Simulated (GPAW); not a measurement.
# Quasiparticle gap of CuBiSeO (P4/nmm) in GPAW, part 2 of 2

Aim: the G0W0 gap of CuBiSeO (P4/nmm) on LDA, step by step.

GPAW 26.7.0; LDA and many-body steps on it, plane waves. Known limits of the many-body steps: not at the basis limit; model gap, bands may invert with spin-orbit coupling; d shell near the gap, gap tends to lie low; no spin-orbit coupling; coarse k mesh.

So far. Step 3 (Bands along the symmetry lines): The gap is 0.133 eV, −0.014 eV from the run before at this level. Step 4 (Empty states on the mesh, 4×4×2 mesh, 918 bands): On this mesh the gap is 0.133 eV.

### Step 5. Screening and self-energy, 4×4×2 mesh, 422 bands, screening to 120 eV

Now the one-shot GW correction: screening in the RPA, then the self-energy of the levels asked for.

This step: G0W0 on LDA, plane waves, PAW.

File run.py:

```python
import json
import numpy as np
from gpaw.mpi import world
from gpaw.response.g0w0 import G0W0

gw = G0W0('full.gpw',
    filename='gw',
    kpts=[0, 1, 3],
    bands=(36, 40),
    ecut=120,
    nbands=422,
    integrate_gamma='WS',
    ppa=True)
gw.calculate()
res = {mode: {k: v for k, v in r.items() if k != 'sigma_eskwn'}
       for mode, r in gw.all_results.items()}

if world.rank == 0:
    with open('result.json', 'w') as f:
        json.dump(res, f, default=lambda x: x.tolist())
```

Started as:

```console
$ mpirun -n 4 gpaw python run.py
```

Numbers of over 12 decimals in the logs are rounded to 6 here.

The log of the run:

```text
Using integrator: PointIntegrator
FrequencyGridDescriptor(from 0.000+0.000j to 0.000+27.211j eV, 2 points)
Nonperiodic BCs:  [False False False]
Using integrator: PointIntegrator
FrequencyGridDescriptor(from 0.000+0.000j to 0.000+27.211j eV, 2 points)
Nonperiodic BCs:  [False False False]
  ___  _ _ _
 |   || | | |
 | | || | | |
 |__ ||_____|
 |___|

BZ k-points: Symmetries present (total): 8

  [... matrices ...]
32 k-points: 4 x 4 x 2 Monkhorst-Pack grid + [1/8,1/8,1/4]
12 k-points in the irreducible part of the Brillouin zone
       k-points in crystal coordinates                weights
   0:     0.00000000    0.00000000    0.00000000          1/32
   1:     0.00000000    0.00000000    0.50000000          1/32
   2:     0.25000000    0.00000000    0.00000000          4/32
   3:     0.25000000    0.00000000    0.50000000          4/32
   4:     0.25000000    0.25000000    0.00000000          4/32
   5:     0.25000000    0.25000000    0.50000000          4/32
   6:     0.50000000    0.00000000    0.00000000          2/32
   7:     0.50000000    0.00000000    0.50000000          2/32
   8:     0.50000000    0.25000000    0.00000000          4/32
   9:     0.50000000    0.25000000    0.50000000          4/32
          ...
  11:     0.50000000    0.50000000    0.50000000          1/32

Distributing spins, k-points and bands (1 x 3 x 4) over 4 processes
Number of blocks: 1

Quasi particle states:
k-points (IBZ indices): [0, 1, 3]
Band range: (36, 40)
  [... matrices ...]
Computational parameters:
Plane wave cut-off: 120 eV
Number of bands: 422
Coulomb cutoff: None
Broadening: 0.1 eV

fxc modes: GW
Kernel: RPA
Using Godby-Needs plasmon-pole approximation:
  Fitting energy: i*E0, E0 = 1.000 Hartree
Summing all q:

Calculating screened Coulomb potential
No Coulomb truncation
FrequencyGridDescriptor(from 0.000+0.000j to 0.000+27.211j eV, 2 points)
Removing empty qpoint cache files...

Calculating chi0 body with:
    Ground state adapter containing:
    Number of spins: 1
    Number of kpoints: 32
    Number of irreducible kpoints: 12
    Number of completely occupied states: 38
    Number of partially occupied states: 38
    Occupied states memory: 18.03515625 M / cpu

    Linear response parametrization:
    q_c: [0.0, 0.0, 0.0]
    Number of frequency points: 2
    Planewave cutoff: 120.0
    Number of bands: 422
    Number of planewaves: 421
    Broadening (eta): 1e-06
    comm.size: 4
    kncomm.size: 4
    blockcomm.size: 1

    Memory estimate of potentially large arrays:
        chi0_wGG: 5.408966 M / cpu
Integrating chi0 body.

Symmetries of q_c:
    Direct symmetries (Uq -> q): 8
    Indirect symmetries (TUq -> q): 8
In total 16 allowed symmetries.

  [... matrices ...]
12 groups of equivalent kpoints. 62.5% reduction.

Integral kind: response function
Integrating chi0 head and wings.

Symmetries of q_c:
    Direct symmetries (Uq -> q): 8
    Indirect symmetries (TUq -> q): 8
In total 16 allowed symmetries.

  [... matrices ...]
12 groups of equivalent kpoints. 62.5% reduction.

Integral kind: response function wings

Calculating chi0 body with:
    Ground state adapter containing:
    Number of spins: 1
    Number of kpoints: 32
    Number of irreducible kpoints: 12
    Number of completely occupied states: 38
    Number of partially occupied states: 38
    Occupied states memory: 18.03515625 M / cpu

    Linear response parametrization:
[... the further q-points ...]

Results:
f:      Occupation numbers
eps:     KS-eigenvalues [eV]
vxc:     KS vxc [eV]
exx:     Exact exchange [eV]
sigma:   Self-energies [eV]
dsigma:  Self-energy derivatives
Z:       Renormalization factors
qp:      QP-energies [eV]

k-point 0 (0): (0.000, 0.000, 0.000)                GW
band       f     eps     vxc     exx   sigma  dsigma       Z      qp
                                                                   GW
  36   1.000   6.867 -25.246 -29.460   4.266  -0.336   0.748   6.905
  37   1.000   6.867 -25.246 -29.460   4.266  -0.336   0.748   6.905
  38   0.000   7.473 -15.596 -11.773  -3.183  -0.248   0.801   7.985
  39   0.000   8.106 -14.825 -10.802  -3.360  -0.248   0.801   8.638

k-point 1 (1): (0.000, 0.000, 0.500)                GW
band       f     eps     vxc     exx   sigma  dsigma       Z      qp
                                                                   GW
  36   1.000   7.202 -26.128 -30.462   4.369  -0.338   0.747   7.228
  37   1.000   7.202 -26.128 -30.462   4.369  -0.338   0.747   7.228
  38   0.000   7.376 -14.230  -9.952  -3.542  -0.238   0.807   7.970
  39   0.000   7.598 -18.965 -16.156  -2.197  -0.270   0.787   8.080

k-point 2 (3): (0.250, 0.000, 0.500)                GW
band       f     eps     vxc     exx   sigma  dsigma       Z      qp
                                                                   GW
  36   1.000   6.672 -26.594 -31.075   4.612  -0.348   0.742   6.769
  37   1.000   7.243 -26.068 -30.397   4.350  -0.337   0.748   7.258
  38   0.000   8.769 -15.525 -11.275  -3.501  -0.261   0.793   9.363
  39   0.000   9.050 -17.641 -13.607  -3.206  -0.274   0.785   9.700
```

It took 10 min on 4 MPI ranks of Intel Xeon Platinum 8488C (Sapphire Rapids), shared host; peak memory 3.4 GiB; 42 min of CPU time.

Numbers from this step:

* G0W0 gap on the points computed: 0.7120 eV
* least direct G0W0 gap on the computed points: 0.7418 eV
* Z at the valence top: 0.7477
* Z at the conduction bottom: 0.8075
* starting gap on the mesh: 0.1333 eV
* k of the valence top: 0.25, 0, 0.5
* k of the conduction bottom: 0, 0, 0.5

The gap on the mesh goes from 0.13 eV to 0.71 eV, a correction of +0.58 eV.

Limits: finite bands, cutoff and mesh; model gap, bands may invert with spin-orbit coupling; d shell near the gap, gap tends to lie low; no spin-orbit coupling; coarse k mesh. v1 is the top filled band, c1 the lowest empty one. The levels before and after the correction (eV, zero at the valence-band top of each column):

|  | conduction bottom | valence top |
| --- | --- | --- |
| Kohn-Sham | 0.13 | 0.00 |
| G0W0 | 0.71 | 0.00 |

|  | level | energy (eV) |
| --- | --- | --- |
| Kohn-Sham | (0 0 0.5) v2-v1 | -0.040 |
| Kohn-Sham | (0 0 0.5) c1 | 0.133 |
| Kohn-Sham | (0 0 0.5) c2 | 0.355 |
| Kohn-Sham | (0.25 0 0.5) v2 | -0.571 |
| Kohn-Sham | (0.25 0 0.5) v1 | 0.000 |
| Kohn-Sham | (0.25 0 0.5) c1 | 1.526 |
| Kohn-Sham | (0.25 0 0.5) c2 | 1.808 |
| G0W0 | (0 0 0.5) v2-v1 | -0.030 |
| G0W0 | (0 0 0.5) c1 | 0.712 |
| G0W0 | (0 0 0.5) c2 | 0.822 |
| G0W0 | (0.25 0 0.5) v2 | -0.489 |
| G0W0 | (0.25 0 0.5) v1 | 0.000 |
| G0W0 | (0.25 0 0.5) c1 | 2.105 |
| G0W0 | (0.25 0 0.5) c2 | 2.442 |

### Step 6. Where the time went

Times are wall times on 4 MPI ranks of Intel Xeon Platinum 8488C (Sapphire Rapids), shared host, good to a factor of about two.

| step | time | share | memory (GiB) |
| --- | --- | --- | --- |
| ground state | 33 s | 4 % | 1.1 |
| bands along the symmetry lines | 68 s | 7 % | 1.4 |
| empty states on the mesh | 3.4 min | 22 % | 8.6 |
| screening and self-energy | 10 min | 67 % | 3.4 |

### Step 7. Outcome

```yaml
lda_gap: 0.13 eV, indirect (only 40 meV under the direct gap)
g0w0_gap_on_the_mesh: 0.71 eV
gw_settings: 4×4×2 mesh, 422 bands, screening to 120 eV, Godby-Needs plasmon pole
known_limits: not at the basis limit; model gap, bands may invert with spin-orbit coupling; d shell near the gap, gap tends to lie low; no spin-orbit coupling; coarse k mesh
```

**Reading.** G0W0 moves the gap on the mesh from 0.13 eV to 0.71 eV (+0.58 eV), with Z of 0.75 and 0.81 at the edges. Only 3 of the mesh's irreducible points were corrected, so a valley elsewhere could overtake. The dearest step here is «screening and self-energy». Bands and cutoff are finite, so the gap is not at the basis limit. The miss can reach some tenths of an eV and take either sign; the mesh is an error of its own. These stock PAW sets were not made for GW; the filled d or f shell of Se lies in the frozen core, which bears on start and correction. In the G0W0 run levels were corrected at 3 k points alone, so a gap called «on the mesh» is the least over those, and an edge elsewhere would be missed. The 4×4×2 mesh is coarse for this cell, which bears on the long-range parts of exchange and screening. Where an edge is built on 6p states of lead, bismuth or thallium, scalar-relativistic gaps usually stand too wide, by a few tenths to over one eV. With atoms this heavy and so narrow a gap, spin-orbit coupling can invert the bands. These scalar-relativistic gaps are then model values, not to be set against experiment, and a spin-orbit change taken from DFT can't simply be added. A d shell, filled or nearly so, lies near the gap. One-shot GW converges very slowly in bands there, not always from below, and on a semilocal start the gap tends to come out low; starts rich in exact exchange can overshoot instead.

[Paths, hosts, dates, memory and timing lines, banners, echoed tables and standing remarks are left out of the program output.]

[Logs are printed without paths, hosts, clocks, repeated set-up lines and the standing remarks that a program may print on its own settings, such as how far it seeks lower states.]

[Runs of the session that timed out or met a known fault of the program may be left out.]

[Hosts, paths, dates, database ids (printed as entryN), source tags and the programs' standing remarks are cut or masked in the printed files.]
